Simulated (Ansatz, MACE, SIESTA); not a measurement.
# Random packing of 35PbO-65B2O3 (mol %) (67 atoms): one structure in several programs

Aim: run random packing of 35PbO-65B2O3 (mol %) (67 atoms) in several programs and set results and cost side by side. A plane-wave run serves as the reference.

Method: Kohn-Sham DFT, PBE, PAW, plane waves, in Ansatz 0.2.0.

**1. The starting structure**

The cell holds 67 atoms: 6 Pb, 39 O and 22 B. Cell: a = 9.376 Å, b = 9.376 Å, c = 9.376 Å, α = 90.0°, β = 90.0°, γ = 90.0°. 67 atoms (6 Pb, 39 O, 22 B) packed at random in a cube at 4.24 g/cm³ and pushed apart as soft spheres, cations and anions kept from their own kind; a start for melting by ab initio MD, not an equilibrated structure. Then every atom was moved at random, 0.03 Å r.m.s. a Cartesian component.

**2. Reference: Ansatz, plane waves**

The PAW files are the set soft_2.

input.yaml reads:

```yaml
crystal:
  lattice:
    - [9.3758, 0.0, 0.0]
    - [0.0, 9.3758, 0.0]
    - [0.0, 0.0, 9.3758]
  atoms:
    - { symbol: Pb, position: [0.69208, 0.9264, 0.74006] }
    - { symbol: Pb, position: [0.41744, 0.55212, 0.58103] }
    - { symbol: Pb, position: [0.88671, 0.99149, 0.18442] }
    - { symbol: Pb, position: [0.55127, 0.56569, 0.84565] }
    [... 57 atom lines left out ...]
    - { symbol: B, position: [0.84838, 0.66152, 0.72877] }
    - { symbol: B, position: [0.23145, 0.00563, 0.78483] }
    - { symbol: B, position: [0.69444, 0.23436, 0.05428] }
    - { symbol: B, position: [0.13671, 0.99818, 0.28884] }
    - { symbol: B, position: [0.87062, 0.05344, 0.45574] }
    - { symbol: B, position: [0.74706, 0.72226, 0.10458] }
kpoints:
  mp_grid: { grid: [1, 1, 1] }
hamiltonian:
  xc: pbe
scf:
  occupations: { method: fermi_dirac, width: 0.05 }
output:
  forces: true
  eigenvalues: true
```

On the command line:

```sh
$ ansatz run input.yaml --threads 4 --pin off --max-ram 15872MiB --backend cpu --events-out ev --progress --plain --runs-dir out
```

Log:

```text
[...]
Pseudopotentials: kind: paw
Pseudopotential: Pb, paw, valence charge 14, recommended cutoff 420 eV (normal), Pb.paw.azcp
Pseudopotential: O, paw, valence charge 6, recommended cutoff 420 eV (normal), O.paw.azcp
Pseudopotential: B, paw, valence charge 3, recommended cutoff 420 eV (normal), B.paw.azcp
[... 5 lines on functional and potentials left out ...]
Crystal: 67 atoms, lattice volume = 824.186 Å³
Basis set: ecut = 420 eV, 16135 PW (Γ), exchange–correlation on 128×128×128 points (8 copies of the dense FFT grid, shifted against one another)
Bands: 259, of which v1, the nominal top of the filled ones, is band 192 counted from 1 (191 counted from 0)
Symmetry: 1 space group operations
Space group: P1 (ITA 1), of the structure as read, at distance tolerance 9.4e-5 Å
k-points: 1
[... 7 lines on functional and potentials left out ...]
Initial density: superposition of atomic densities (neutral atoms: chi_scale 0, normalization atom), corrected by the library's trained network
Initial wavefunctions: pseudopotential atomic-orbital guess
[...]
SCF iter   1: F=—  HF=-96852.146575 eV  |F-HF|=—  |Δ(HF+E_count)|=         —  Δρ=2.10e-2  dr2=5.49e0  ethr=1.77e-3  ⟨swp⟩=6.0  Hψ=1107  notcnv=0  defer=7
preconditioner: auto → LDOS  [metal: Δε(μ)=0.121 eV  Ē_g=11.446 eV  σ=0.050 eV  W_gap=0.43  n_scr=178 (ndim 8)  ℏωp=25.3 eV  f_vac=0.018  D(μ)=37.48/eV (n_scr^D=340)  β→1.0]
[...]
SCF iter  14: F=—  HF=-96851.793757 eV  |F-HF|=—  |Δ(HF+E_count)|=   7.36e-9  Δρ=4.18e-6  dr2=1.89e-7  ethr=1.32e-10  ⟨swp⟩=2.0  Hψ=293  notcnv=0  defer=43
SCF iter  15: F=-96851.793757 eV  HF=-96851.793757 eV  |F-HF|=2.64e-8  |Δ(HF+E_count)|=  6.40e-10  Δρ=1.92e-6  dr2=3.46e-8  ethr=2.60e-11  ⟨swp⟩=11.0  Hψ=1259  notcnv=0
SCF 1 converged in 15 iterations: F = -96851.793757 eV  dr2 = 3.46e-8
[...]
SCF converged after 15 iterations
Free energy (F): -96851.793757 eV
Harris-Foulkes:  -96851.793757 eV  (|F-HF|=2.64e-8)
Internal energy: -96851.402106 eV  (E = F + TS)
E sigma→0 (E₀):  -96851.597932 eV
Entropy (-TS):   -0.391652 eV (-5.846 meV/atom)
Fermi energy:    4.894390 eV
--- Per-component energies (eV) ---
[...]
Σ components = -96851.793757   (vs F -96851.793757, Δ=0.00e0)
--- Forces (eV/Å), atoms counted from 1 ---
  atom   1  Pb    -3.04332733    -2.37155372     0.39071450
  atom   2  Pb    -0.60740956     0.89383436    -4.50019619
  atom   3  Pb     2.04850058     1.90340661    -0.77938612
  atom   4  Pb     0.82296689    -0.16732016     0.51939122
[...]
atom  67  B     -0.62185856     1.00768491    -3.44603684
  max |Σ_I F_I| component: 3.43e-5 eV/Å
--- Band table (eV) ---
  k-point 0: bands = ["-17.1906", "-16.3219", "-15.8291", "-15.6535", [... 243 levels ...], "10.0097", "10.0925", "10.1163", "10.2476", "10.3242", "10.5124", "10.5975", "10.6609", "10.7008", "10.8401", "10.9353", "10.9479"]
```

The job ended after 6.1 s (4 threads of Arm Neoverse V2, shared host; peak memory 0.95 GiB).

Reading the cycles: dr2 is the Hartree energy of the density residual (eV), the measure of convergence; HF is the Harris–Foulkes estimate of the energy, which meets the free energy F at convergence.

Numbers from this run:

```
free energy                             : -96851.7938 eV
free energy per atom                    : -1445.5492 eV/atom
SCF cycles                              : 15
r.m.s. force component                  : 2.527 eV/Å
longest force                           : 7.931 eV/Å
Fermi energy                            : 4.894 eV
levels partly filled by over 2 per cent : 9
```

Length of the force by element:

```csv
element,coordination,atoms,mean length of the force (eV/Å),spread,least,most
B,all,22,3.98,1.48,1.28,7.18
O,all,39,4.20,1.91,0.795,7.93
Pb,all,6,2.77,1.23,0.987,4.63
```

The levels nearest the highest filled one (over half full), pooled over k-points and spins:

```csv
level less the highest filled one (eV),occupation
-0.253,1.99
-0.207,1.98
-0.108,1.87
-0.0933,1.82
-0.0208,1.42
0,1.23
0.0337,0.899
0.0974,0.372
0.141,0.175
0.157,0.129
0.184,0.078
0.227,0.034
```

**3. Local order**

Density 4.24 g/cm³, 12.30 Å³ an atom.

g(r), total and by pair (bins of 0.2 Å):

```csv
r (Å),total,O-O,O-B,O-Pb,B-B,B-Pb,Pb-Pb
1.30,0.08,0.00,0.22,0.00,0.00,0.00,0.00
1.50,0.46,0.00,1.20,0.00,0.00,0.00,0.00
1.70,0.72,0.00,1.89,0.00,0.00,0.00,0.00
1.90,0.48,0.00,1.27,0.00,0.00,0.00,0.00
2.10,0.98,0.09,1.55,3.17,0.29,0.00,0.00
2.30,1.42,1.74,1.08,1.59,2.31,0.00,0.00
2.50,1.40,1.58,1.28,1.55,1.30,1.14,0.00
2.70,1.27,1.60,1.00,0.97,0.96,2.12,2.37
2.90,0.99,0.98,0.91,1.79,0.63,0.89,0.00
3.10,0.99,1.13,0.79,0.87,0.97,1.74,0.00
3.30,0.96,0.83,0.99,0.77,1.09,1.56,1.75
3.50,0.89,1.02,0.78,0.58,1.42,0.61,0.00
3.70,0.93,1.00,0.95,0.73,0.59,1.07,2.59
3.90,0.92,0.85,1.00,1.10,0.80,0.81,0.00
4.10,1.13,0.97,1.39,0.83,0.81,1.48,1.12
4.30,0.87,0.78,0.99,0.90,0.95,0.53,0.00
4.50,1.04,1.15,1.03,1.11,0.80,0.73,0.87
```

**4. The other programs**

The programs:
- MACE: machine-learned potential, published weights.
- SIESTA 5.4.2: numerical atomic orbitals, whose automatically made sets are far from complete, with PseudoDojo norm-conserving potentials that we converted to its format (checked against plane waves on the same files for H, C, O, Si, Ge and Ca alone); labels give functional, basis size, energy shift and mesh cutoff.

All use the same cell and atoms; the electronic-structure runs use the same k-mesh, and an electronic temperature of 580 K (0.05 eV) where levels are smeared.

Differences are against the plane-wave reference, forces as r.m.s. over components; share is that over the reference's r.m.s. force, slope the least-squares factor from reference forces to these. Total energies of different programs have different zeros and aren't compared.

```csv
run,"Δ force, r.m.s. (meV/Å)",share (%),slope,cores,CPU time,memory (GiB)
reference,-,-,-,4,23 s,0.95
MACE MP-0b2 small potential,668,26.4,0.913,4,6.3 s,0.67
"SIESTA PBE, DZP, shift 0.01 Ry, mesh 350 Ry",215,8.52,0.984,4,6 min,1.6
"SIESTA PBE, SZ, shift 0.02 Ry, mesh 350 Ry (coarse)",1191,47.1,0.752,4,1.8 min,0.96
```

Rows marked coarse were listed beforehand as settings not expected to be converged; some can still land near the reference.

Times of the machine-learned potentials are mostly Python's start and the loading of weights.

CPU time is summed over cores on a shared host, where runs went side by side, so it is rough. Symmetry, cutoffs, thresholds, outputs and thread counts weren't matched or tuned between programs; memory under MPI is the largest rank's times the ranks.

**5. What came out**

```
reference r.m.s. force component                       : 2.53 eV/Å
nearest in forces                                      : SIESTA PBE, DZP, shift 0.01 Ry, mesh 350 Ry, 8.5 %
farthest in forces                                     : SIESTA PBE, SZ, shift 0.02 Ry, mesh 350 Ry (coarse), 47 %
cheapest electronic-structure run beside the reference : SIESTA PBE, SZ, shift 0.02 Ry, mesh 350 Ry, 1.8 min of CPU time
```

What this shows: The PBE run in local orbitals, coarse settings apart, differs by 8.5 % (SIESTA PBE, DZP, shift 0.01 Ry, mesh 350 Ry); basis, grid and potentials can all enter. Machine-learned potentials differ by 26 % (MACE MP-0b2 small potential); they were trained on other programs' data. Runs with settings chosen to be coarse differ by 47 % (SIESTA PBE, SZ, shift 0.02 Ry, mesh 350 Ry), their programs' other errors included. None of the electronic-structure runs in the table takes under half the reference's CPU time of 23 s; they take 4.6 to 16 times as much. In the reference: 9 levels are partly filled, by over 2 % (at Γ alone): at this level the cell shows no clear gap. Levels of broken or missing bonds inside a gap of the host would look the same. Machine-learned potentials mimic data converged in k, so the reference's own k-point error enters their differences. The electronic-structure runs sample only Γ, in a cell whose shortest periodic width is 9 Å, which is coarse for a cell with partly filled levels. Spin–orbit coupling is left out, which matters for the levels of the heavy elements.

[Also dropped from logs without a mark: logging warnings of Python, and SIESTA's first energy breakdown and zero terms.]

[Logs are printed without paths, hosts, clocks, repeated set-up lines and the standing remarks that a program may print on its own settings, such as how far it seeks lower states.]

[Hosts, paths, dates, database ids (printed as entryN), source tags and the programs' standing remarks are cut or masked in the printed files.]
